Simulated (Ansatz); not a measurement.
# Cd2TeO: relaxing a made-up structure

Starting from a made-up structure for Cd2TeO, the aim is the relaxed cell, its shortest contacts and, where a second run follows, its electronic structure.

Program: Ansatz 0.2.0. Level of theory: DFT, r2SCAN, plane-wave PAW, files of the set soft_1, scalar-relativistic, no spin, cell and ions relaxed at zero pressure; PAW set soft_1, in the first sound run; inputs show where later runs differ. Results are calculated unless marked as measured.

## (1) Set-up

It takes space group P3m1 (No. 156, trigonal). The conventional cell has a = 4.165 Å, b = 4.165 Å, c = 6.623 Å, α = 90.00°, β = 90.00°, γ = 120.00°. Nearest to Te lie 4 Cd at 2.62 to 2.67 Å. Nearest to Cd lie 3 O at 2.50 Å and 1 Te at 2.67 Å. Cd has 1 O at 2.22 Å and 3 Te at 2.62 Å nearest. Nearest to O lie 4 Cd at 2.22 to 2.50 Å. Farther neighbours and most contacts between anions are not listed.

## (2) Relaxing cell and atoms

The guessed cell has no reason to be at equilibrium. It is relaxed with the atoms, within the space group of the guess.

File input.yaml:

```yaml
crystal:
  lattice:
    - [4.165, 0.0, 0.0]
    - [-2.0825, 3.606995807, 0.0]
    - [0.0, 0.0, 6.623]
  atoms:
    - { symbol: Te, position: [0.0, 0.0, 0.631] }
    - { symbol: Cd, position: [0.0, 0.0, 0.0346] }
    - { symbol: Cd, position: [0.666666667, 0.333333333, 0.4734] }
    - { symbol: O, position: [0.666666667, 0.333333333, 0.1375] }
kpoints:
  mp_grid: { grid: [7, 7, 4] }
scf:
  occupations: { method: fermi_dirac, width: 0.05 }
hamiltonian:
  xc: r2scan
  pseudopotentials: { kind: paw, azcp: { folder: soft_1 } }
relax:
  f_tol: 0.015
  max_steps: 70
  cell: {}
output:
  forces: true
  stress: true
```

Command:

```bash
$ ansatz run input.yaml --threads 4 --pin off --max-ram 8192MiB --backend cpu --events-out ev --progress --plain --runs-dir out
```

Numbers of over 12 decimals in the logs are rounded to 6 here.

Output:

```text
Engine: ansatz 0.2.0, x86_64-unknown-linux-gnu
Pseudopotentials: kind: paw
Pseudopotential: Te, paw, valence charge 16, recommended cutoff 500 eV (meta_gga), soft_1/Te.paw.azcp
Pseudopotential: Cd, paw, valence charge 20, recommended cutoff 500 eV (meta_gga), soft_1/Cd.paw.azcp
Pseudopotential: O, paw, valence charge 6, recommended cutoff 500 eV (meta_gga), soft_1/O.paw.azcp
Functional definition: r2SCAN
  parameter k0 = 0.174
  parameter k1 = 0.065
  parameter a1 = 4.9479
  exchange = r2scan_x(k0 = k0, k1 = k1, a1 = a1)
  correlation = r2scan_c
Crystal: 4 atoms, lattice volume = 99.498 Å³
Basis set: ecut = 500 eV, 2539 PW (Γ), exchange–correlation on 128×128×200 points (64 copies of the dense FFT grid, shifted against one another)
Bands: 38, of which v1, the nominal top of the filled ones, is band 31 counted from 1 (30 counted from 0)
Symmetry: 6 space group operations
Space group: P3m1 (ITA 156), of the structure as read, at distance tolerance 4.6e-5 Å
k-points: 28 of 196 (time reversal used)
Non-local potential: Te, projectors of the file, l = 0: 2, l = 1: 2, l = 2: 2, l = 3: 1
Non-local potential: Cd, projectors of the file, l = 0: 3, l = 1: 2, l = 2: 2, l = 3: 1
Non-local potential: O, projectors of the file, l = 0: 2, l = 1: 2, l = 2: 1
PAW form: soft (Blöchl's): semilocal exchange-correlation on the pseudo side does not see the compensation charge
PAW frozen core: Te, regenerated for the run's functional (the file was generated under x = pbe(κ = 0.804, μ = 0.219515), c = pbe(β = 0.066725))
PAW frozen core: Cd, regenerated for the run's functional (the file was generated under x = pbe(κ = 0.804, μ = 0.219515), c = pbe(β = 0.066725))
PAW frozen core: O, regenerated for the run's functional (the file was generated under x = pbe(κ = 0.804, μ = 0.219515), c = pbe(β = 0.066725))
PAW one-centre angular grid: Te, 590 points (default); XC on 160 Gauss nodes
PAW one-centre angular grid: Cd, 590 points (default); XC on 160 Gauss nodes
PAW one-centre angular grid: O, 302 points (default); XC on 160 Gauss nodes
Initial density: superposition of atomic densities (chi_scale 0.1, normalization cell, long waves kept (reshape's long-wave potential 0.47 eV rms))
Initial wavefunctions: pseudopotential atomic-orbital guess
Functional: x = r2scan, c = r2scan; τ floored in thin density (d = 2e-4 eV/Å³)
SCF iter   1: F=—  HF=-24100.689614 eV  |F-HF|=—  |Δ(HF+E_count)|=         —  Δρ=8.26e-2  dr2=8.19e0  dr2_τ=1.52e-1  ethr=3.10e-3  ⟨swp⟩=9.0  Hψ=5225  notcnv=0  defer=5
preconditioner: auto → Resta (q_TF=auto, 2.521 Å⁻¹)  ε∞=4.0  [insulator: Δε(μ)=0.706 eV  Ē_g=12.954 eV  σ=0.050 eV  W_gap=0.84  n_scr=22 (ndim 8)  ℏωp=22.3 eV  f_vac=0.119  D(μ)=0.19/eV (n_scr^D=0)  ε∞_Penn≈4.0]
SCF iter   2: F=—  HF=-24099.791026 eV  |F-HF|=—  |Δ(HF+E_count)|=   8.99e-1  Δρ=4.91e-2  dr2=2.51e0  dr2_τ=3.99e-1  ethr=3.10e-3  ⟨swp⟩=4.0  Hψ=2170  notcnv=0  defer=48
SCF iter   3: F=—  HF=-24099.415892 eV  |F-HF|=—  |Δ(HF+E_count)|=   3.75e-1  Δρ=1.44e-2  dr2=3.83e-1  dr2_τ=1.25e-2  ethr=3.10e-3  ⟨swp⟩=2.1  Hψ=1893  notcnv=0  defer=40
automatic band count: iteration 3 solves 37 bands in place of 38: the levels show a gap, and the empty bands left out lie too high to hold charge; the band table lists the bands solved (type scf.n_extra_bands for more)
SCF iter   4: F=—  HF=-24099.396355 eV  |F-HF|=—  |Δ(HF+E_count)|=   1.95e-2  Δρ=5.03e-3  dr2=3.91e-2  dr2_τ=1.97e-3  ethr=6.18e-4  ⟨swp⟩=3.4  Hψ=1905  notcnv=0  defer=21
automatic band count: iteration 4 solves 36 bands in place of 37: the levels show a gap, and the empty bands left out lie too high to hold charge; the band table lists the bands solved (type scf.n_extra_bands for more)
SCF iter   5: F=—  HF=-24099.390022 eV  |F-HF|=—  |Δ(HF+E_count)|=   6.33e-3  Δρ=1.36e-3  dr2=2.57e-3  dr2_τ=5.96e-5  ethr=6.30e-5  ⟨swp⟩=3.7  Hψ=1884  notcnv=0  defer=24
SCF iter   6: F=—  HF=-24099.390369 eV  |F-HF|=—  |Δ(HF+E_count)|=   3.47e-4  Δρ=6.12e-4  dr2=4.69e-4  dr2_τ=2.95e-5  ethr=4.14e-6  ⟨swp⟩=2.1  Hψ=1574  notcnv=0  defer=24
SCF iter   7: F=—  HF=-24099.390350 eV  |F-HF|=—  |Δ(HF+E_count)|=   1.93e-5  Δρ=1.22e-4  dr2=2.27e-5  dr2_τ=7.79e-7  ethr=7.57e-7  ⟨swp⟩=2.2  Hψ=1459  notcnv=0  defer=24
SCF iter   8: F=—  HF=-24099.390342 eV  |F-HF|=—  |Δ(HF+E_count)|=   7.50e-6  Δρ=4.55e-5  dr2=2.30e-6  dr2_τ=5.86e-8  ethr=3.66e-8  ⟨swp⟩=2.0  Hψ=1830  notcnv=0  defer=24
SCF iter   9: F=—  HF=-24099.390343 eV  |F-HF|=—  |Δ(HF+E_count)|=   6.18e-7  Δρ=2.18e-5  dr2=4.11e-7  dr2_τ=2.12e-8  ethr=3.70e-9  ⟨swp⟩=2.0  Hψ=1808  notcnv=0  defer=24
SCF iter  10: F=-24099.390343 eV  HF=-24099.390343 eV  |F-HF|=6.25e-9  |Δ(HF+E_count)|=   7.04e-8  Δρ=4.21e-6  dr2=1.80e-8  dr2_τ=8.11e-10  ethr=1.61e-10  ⟨swp⟩=5.0  Hψ=3839  notcnv=0
SCF 1 converged in 10 iterations: F = -24099.390343 eV  dr2 = 1.80e-8
  greatest PAW one-centre occupation: 1.002 electrons in one spin orbital (limit 2), on the Cd atom at site 2 (counted from 0), in its partial waves of l = 0
relax step   1: F+E_penalty+E_count = -24099.39034302 eV  Δ(F+E_penalty+E_count) = +0.000e0 eV  max|allowed force component| = 1.838e0 eV/Å  Δτ_max = 0.0000 Å  P = +2.272 GPa  Ω = 99.498 Å³  (10 SCF iters, dr2 threshold 1.00e-7 eV, accepted)
Crystal: 4 atoms, lattice volume = 101.734 Å³
Basis set: ecut = 500 eV, 2611 PW (Γ), exchange–correlation on 128×128×200 points (64 copies of the dense FFT grid, shifted against one another)
Initial density: handed on by an earlier stage of this run
Initial wavefunctions: those handed on with the density
iter 1 solved again at ethr=7.11e-4 eV; its pass at ethr=3.10e-3 eV (dr2=4.41e-1 eV) is discarded
SCF iter   1: F=—  HF=-24098.315475 eV  |F-HF|=—  |Δ(HF+E_count)|=         —  Δρ=2.14e-2  dr2=4.53e-1  dr2_τ=7.65e0  ethr=7.11e-4  ⟨swp⟩=1.0  Hψ=5360  notcnv=0
automatic band count: iteration 1 solves 36 bands in place of 38: the levels show a gap, and the empty bands left out lie too high to hold charge; the band table lists the bands solved (type scf.n_extra_bands for more)
preconditioner: auto → Resta (q_TF=auto, 2.512 Å⁻¹)  ε∞=4.6  [insulator: Δε(μ)=0.195 eV  Ē_g=11.628 eV  σ=0.050 eV  W_gap=0.70  n_scr=22 (ndim 8)  ℏωp=22.1 eV  f_vac=0.162  D(μ)=0.49/eV (n_scr^D=0)  ε∞_Penn≈4.6]
SCF iter   2: F=—  HF=-24099.733617 eV  |F-HF|=—  |Δ(HF+E_count)|=    1.42e0  Δρ=9.44e-3  dr2=4.47e-2  dr2_τ=1.06e-2  ethr=7.11e-4  ⟨swp⟩=4.0  Hψ=2198  notcnv=0
SCF iter   3: F=—  HF=-24099.740713 eV  |F-HF|=—  |Δ(HF+E_count)|=   7.10e-3  Δρ=4.66e-3  dr2=1.15e-2  dr2_τ=2.08e-3  ethr=7.20e-5  ⟨swp⟩=2.6  Hψ=1855  notcnv=0  defer=16
[...]
automatic band count: iteration 1 solves 36 bands in place of 38: the levels show a gap, and the empty bands left out lie too high to hold charge; the band table lists the bands solved (type scf.n_extra_bands for more)
preconditioner: auto → Resta (q_TF=auto, 2.530 Å⁻¹)  ε∞=4.7  [insulator: Δε(μ)=0.228 eV  Ē_g=11.761 eV  σ=0.050 eV  W_gap=0.81  n_scr=22 (ndim 8)  ℏωp=22.6 eV  f_vac=0.133  D(μ)=0.46/eV (n_scr^D=0)  ε∞_Penn≈4.7]
SCF iter   2: F=—  HF=-24099.794211 eV  |F-HF|=—  |Δ(HF+E_count)|=   4.40e-1  Δρ=5.62e-3  dr2=2.39e-2  dr2_τ=3.59e-3  ethr=9.36e-5  ⟨swp⟩=3.0  Hψ=2154  notcnv=0
preconditioner: auto → LDOS  [insulator: Δε(μ)=0.232 eV  Ē_g=11.758 eV  σ=0.050 eV  W_gap=0.82  n_scr=22 (ndim 8)  ℏωp=22.6 eV  f_vac=0.134  D(μ)=0.54/eV (n_scr^D=2)  ε∞_Penn≈4.7  β→1.0]
SCF iter   3: F=—  HF=-24099.790838 eV  |F-HF|=—  |Δ(HF+E_count)|=   3.37e-3  Δρ=1.54e-3  dr2=2.44e-3  dr2_τ=2.21e-4  ethr=3.86e-5  ⟨swp⟩=2.0  Hψ=1824  notcnv=0  defer=13
SCF iter   4: F=—  HF=-24099.791174 eV  |F-HF|=—  |Δ(HF+E_count)|=   3.36e-4  Δρ=7.59e-4  dr2=7.29e-4  dr2_τ=5.17e-5  ethr=3.93e-6  ⟨swp⟩=2.1  Hψ=1460  notcnv=0  defer=13
SCF iter   5: F=—  HF=-24099.791121 eV  |F-HF|=—  |Δ(HF+E_count)|=   5.31e-5  Δρ=1.94e-4  dr2=2.67e-5  dr2_τ=2.27e-6  ethr=1.18e-6  ⟨swp⟩=2.0  Hψ=1637  notcnv=0  defer=13
SCF iter   6: F=—  HF=-24099.791132 eV  |F-HF|=—  |Δ(HF+E_count)|=   1.10e-5  Δρ=6.98e-5  dr2=3.69e-6  dr2_τ=2.70e-7  ethr=4.31e-8  ⟨swp⟩=2.0  Hψ=1491  notcnv=0  defer=13
SCF iter   7: F=-24099.791132 eV  HF=-24099.791132 eV  |F-HF|=2.51e-8  |Δ(HF+E_count)|=   3.33e-7  Δρ=1.57e-5  dr2=1.65e-7  dr2_τ=1.00e-8  ethr=6.45e-10  ⟨swp⟩=3.1  Hψ=4636  notcnv=0
SCF 3 converged in 7 iterations: F = -24099.791132 eV  dr2 = 1.65e-7
relax step   3: F+E_penalty+E_count = -24099.79113213 eV  Δ(F+E_penalty+E_count) = -4.727e-2 eV  max|allowed force component| = 2.250e-1 eV/Å  Δτ_max = 0.0627 Å  P = +0.230 GPa  Ω = 97.547 Å³  energy of the carried Pulay correction = +8.732e-4 eV  (7 SCF iters, dr2 threshold 4.00e-7 eV, accepted)
[...]
relax step   4: F+E_penalty+E_count = -24099.79971774 eV  Δ(F+E_penalty+E_count) = -8.586e-3 eV  max|allowed force component| = 7.928e-2 eV/Å  Δτ_max = 0.0222 Å  P = +0.041 GPa  Ω = 97.817 Å³  energy of the carried Pulay correction = +7.512e-4 eV  (7 SCF iters, dr2 threshold 4.00e-7 eV, accepted)
[...]
relax step   5: F+E_penalty+E_count = -24099.80224876 eV  Δ(F+E_penalty+E_count) = -2.531e-3 eV  max|allowed force component| = 3.346e-2 eV/Å  Δτ_max = 0.0192 Å  P = +0.011 GPa  Ω = 97.941 Å³  energy of the carried Pulay correction = +6.955e-4 eV  (6 SCF iters, dr2 threshold 3.93e-7 eV, accepted)
[...]
relax step   6: F+E_penalty+E_count = -24099.80234854 eV  Δ(F+E_penalty+E_count) = -9.978e-5 eV  max|allowed force component| = 1.024e-2 eV/Å  Δτ_max = 0.0034 Å  P = -0.016 GPa  Ω = 97.925 Å³  energy of the carried Pulay correction = +7.029e-4 eV  (6 SCF iters, dr2 threshold 7.00e-8 eV, accepted)
Basis set: ecut = 500 eV, 2515 PW (Γ), exchange–correlation on 120×120×216 points (64 copies of the dense FFT grid, shifted against one another)
Initial wavefunctions: pseudopotential atomic-orbital guess (no wavefunctions were taken with the density)
iter 1 solved again at ethr=4.71e-7 eV; its pass at ethr=3.10e-3 eV (dr2=2.92e-4 eV) is discarded
SCF iter   1: F=—  HF=-24099.801727 eV  |F-HF|=—  |Δ(HF+E_count)|=         —  Δρ=1.85e-4  dr2=1.56e-6  dr2_τ=2.06e-5  ethr=4.71e-7  ⟨swp⟩=3.1  Hψ=7637  notcnv=0
preconditioner: auto → LDOS  [insulator: Δε(μ)=0.119 eV  Ē_g=12.683 eV  σ=0.050 eV  W_gap=0.53  n_scr=22 (ndim 8)  ℏωp=22.5 eV  f_vac=0.136  D(μ)=1.12/eV (n_scr^D=2)  ε∞_Penn≈4.2  β→1.0]
SCF iter   2: F=—  HF=-24099.801769 eV  |F-HF|=—  |Δ(HF+E_count)|=   4.13e-5  Δρ=1.29e-5  dr2=1.18e-7  dr2_τ=5.25e-9  ethr=2.52e-9  ⟨swp⟩=2.0  Hψ=1936  notcnv=0
SCF iter   3: F=—  HF=-24099.801769 eV  |F-HF|=—  |Δ(HF+E_count)|=   1.47e-9  Δρ=1.03e-5  dr2=7.65e-8  dr2_τ=3.27e-9  ethr=1.91e-10  ⟨swp⟩=2.0  Hψ=1943  notcnv=0
SCF iter   4: F=—  HF=-24099.801769 eV  |F-HF|=—  |Δ(HF+E_count)|=   2.77e-8  Δρ=3.40e-6  dr2=9.21e-9  dr2_τ=3.95e-10  ethr=1.23e-10  ⟨swp⟩=2.0  Hψ=1479  notcnv=0
SCF iter   5: F=—  HF=-24099.801769 eV  |F-HF|=—  |Δ(HF+E_count)|=   2.94e-9  Δρ=1.08e-6  dr2=8.46e-10  dr2_τ=3.54e-11  ethr=1.49e-11  ⟨swp⟩=2.2  Hψ=1649  notcnv=0
SCF iter   6: F=-24099.801769 eV  HF=-24099.801769 eV  |F-HF|=1.46e-11  |Δ(HF+E_count)|=  3.31e-10  Δρ=1.62e-7  dr2=1.64e-11  dr2_τ=5.81e-13  ethr=1.00e-12  ⟨swp⟩=3.7  Hψ=4515  notcnv=0
SCF 7 converged in 6 iterations: F = -24099.801769 eV  dr2 = 1.64e-11
relax step   7: F+E_penalty+E_count = -24099.80176868 eV  Δ(F+E_penalty+E_count) = +5.799e-4 eV  max|allowed force component| = 9.836e-3 eV/Å  Δτ_max = 0.0000 Å  P = -0.014 GPa  Ω = 97.925 Å³  stress off target by 2.98e-2 GPa  SCF on the basis re-selected at this cell (its energy is not comparable with the rows above)  (6 SCF iters)
basis re-selected at this cell: Δ(F+E_penalty+E_count) = +5.799e-4 eV, ΔP = +0.001 GPa vs the last step (what re-selecting the basis moved, of the pressure what is left beyond the Pulay correction that the steps carried, after the strain that the cell walked since its last selection, with what the two solves' SCF thresholds leave and, on support functions, any second-order correction that the steps lacked; it is no measure of the basis error at this ecutwfc). The dense FFT grid was sized anew with the basis: this SCF ran on 30×30×54 points, the steps before it on 32×32×50, so part of this shift can come from that change (see relax.cell in the input reference). [rest of the remark cut]
SCF converged after 6 iterations
Free energy (F): -24099.801769 eV
Harris-Foulkes:  -24099.801769 eV  (|F-HF|=1.46e-11)
Internal energy: -24099.792588 eV  (E = F + TS)
E sigma→0 (E₀):  -24099.797178 eV
Entropy (-TS):   -0.009181 eV (-2.295 meV/atom)
Fermi energy:    9.045142 eV
--- Per-component energies (eV) ---
  E_band       = -1295.652628
  E_kinetic    = 1220.246431
  E_local      = -9488.830028  (includes V_loc(G=0)·N_el)
  E_nonlocal   = 362.738439
  E_hartree    = 4412.484748
  E_xc         = -479.698677
  E_vxc        = -641.865356  (∫ρ·V_xc dr)
  E_paw        = -13105.691408  (= ΣΔE_a)
  E_vpaw       = -1615.618798  (= ΣTr[D̂ρ^β])
  E_aug_tail   = 0.000266  (compensation charges beyond the density's cutoff)
  E_vtau       = 42.706509  (kinetic-family band-sum trace: ∫τ·v_τ [+ j·A + Jᵃ·Aᵃ] dr)
  E_ewald      = -7020.165761
  E_core_change = -0.876597  (= ΣΔE_core)
  E_smearing   = -0.009181  (= −TS)
  E_closure    = -0.000000  (closes the sum)
  Σ components = -24099.801769   (vs F -24099.801769, Δ=0.00e0)
--- Forces (eV/Å), atoms counted from 1 ---
  atom   1  Te     0.00000000    -0.00000000     0.00055906
  atom   2  Cd     0.00000000    -0.00000000    -0.00035704
  atom   3  Cd     0.00000000    -0.00000000    -0.00983556
  atom   4  O      0.00000000    -0.00000000     0.00963452
  max |Σ_I F_I| component: 9.64e-7 eV/Å
--- Stress (GPa, compression-positive) ---
       -0.006552      -0.000000      -0.000000
       -0.000000      -0.006552       0.000000
       -0.000000       0.000000      -0.029788
  P = ⅓ Tr σ = -0.0143 GPa (-0.143 kbar)
--- Relaxed structure (6 steps of the walk, 6 accepted, 1 SCFs on fresh bases) ---
  F+E_penalty+E_count = -24099.80176868 eV   max|allowed force component| = 9.836e-3 eV/Å   (the final SCF, on the basis selected at the relaxed cell)
  cell:  # Å, volume = 97.9246 Å³
    - [4.039114, -4.6587169416663814e-18, -2.5066886301852704e-18]
    - [-2.019557, 3.497975, 1.2533443150926408e-18]
    - [-3.9860261217694574e-18, 0, 6.930887]
  atoms:
    - { symbol: Te, position: [-1.960275145497482e-17, -1.850371705985302e-17, 0.649676] }
    - { symbol: Cd, position: [-2.0114138913962828e-17, -1.8503717059853016e-17, 0.061966] }
    - { symbol: Cd, position: [0.666667, 0.333333, 0.438012] }
    - { symbol: O, position: [0.666667, 0.333333, 0.126847] }
```

Wall time 27 s (4 threads of Intel Xeon Platinum 8488C (Sapphire Rapids), shared host); peak memory 0.67 GiB.

The steps of the relaxation:

| step | energy less that of the first step (eV) | largest force component (eV/Å) | pressure (GPa) | volume (Å³) |
| --- | --- | --- | --- | --- |
| 1 | 0.0000 | 1.8377 | 2.27 | 99.50 |
| 2 | -0.3535 | 0.1742 | -1.37 | 101.73 |
| 3 | -0.4008 | 0.2250 | 0.23 | 97.55 |
| 4 | -0.4094 | 0.0793 | 0.04 | 97.82 |
| 5 | -0.4119 | 0.0335 | 0.01 | 97.94 |
| 6 | -0.4120 | 0.0102 | -0.02 | 97.92 |
| 7* | -0.4114 | 0.0098 | -0.01 | 97.92 |

Relaxation steps marked * repeat the geometry before them on a plane-wave basis chosen anew for their cell, so energy and pressure can jump there.

The run keeps the 6 symmetry operations that it works with, so distortions that break them were not tested.

| conventional cell, symmetrised | before | after | change |
| --- | --- | --- | --- |
| a (Å) | 4.165 | 4.039 | -3.0 % |
| b (Å) | 4.165 | 4.039 | -3.0 % |
| c (Å) | 6.623 | 6.931 | +4.6 % |
| volume (Å³/atom) | 24.87 | 24.48 | -1.6 % |

The atoms that moved most (Å, as changes of fractional coordinates times the final cell):

| atom | dx | dy | dz | length |
| --- | --- | --- | --- | --- |
| Cd3 | 0.000 | 0.000 | -0.245 | 0.245 |
| Cd2 | 0.000 | 0.000 | 0.190 | 0.190 |
| Te1 | 0.000 | 0.000 | 0.129 | 0.129 |
| O4 | 0.000 | 0.000 | -0.074 | 0.074 |

Numbers from this step:

- free energy: -24099.8018 eV
- energy at zero smearing: -24099.7972 eV
- smearing term TS: 0.009181 eV
- Fermi energy: 9.045 eV
- electrons: 62
- symmetry operations: 6
- pressure: -0.01430 GPa

The shortest distance of each pair, which need not be the same contact before and after:

| pair | guess (Å) | relaxed (Å) |
| --- | --- | --- |
| Cd–O | 2.225 | 2.157 |
| Cd–Te | 2.621 | 2.755 |
| Cd–Cd | 3.772 | 3.497 |
| Te–Te | 4.165 | 4.039 |
| O–O | 4.165 | 4.039 |

The relaxation ends with a largest force component of 0.0098 eV/Å and a pressure of -0.01 GPa.

(Part 1 of 2 ends here.)

[Logs are printed without paths, hosts, clocks, repeated set-up lines and the standing remarks that a program may print on its own settings, such as how far it seeks lower states.]

[Hosts, paths, dates, database ids (printed as entryN), source tags and the programs' standing remarks are cut or masked in the printed files.]
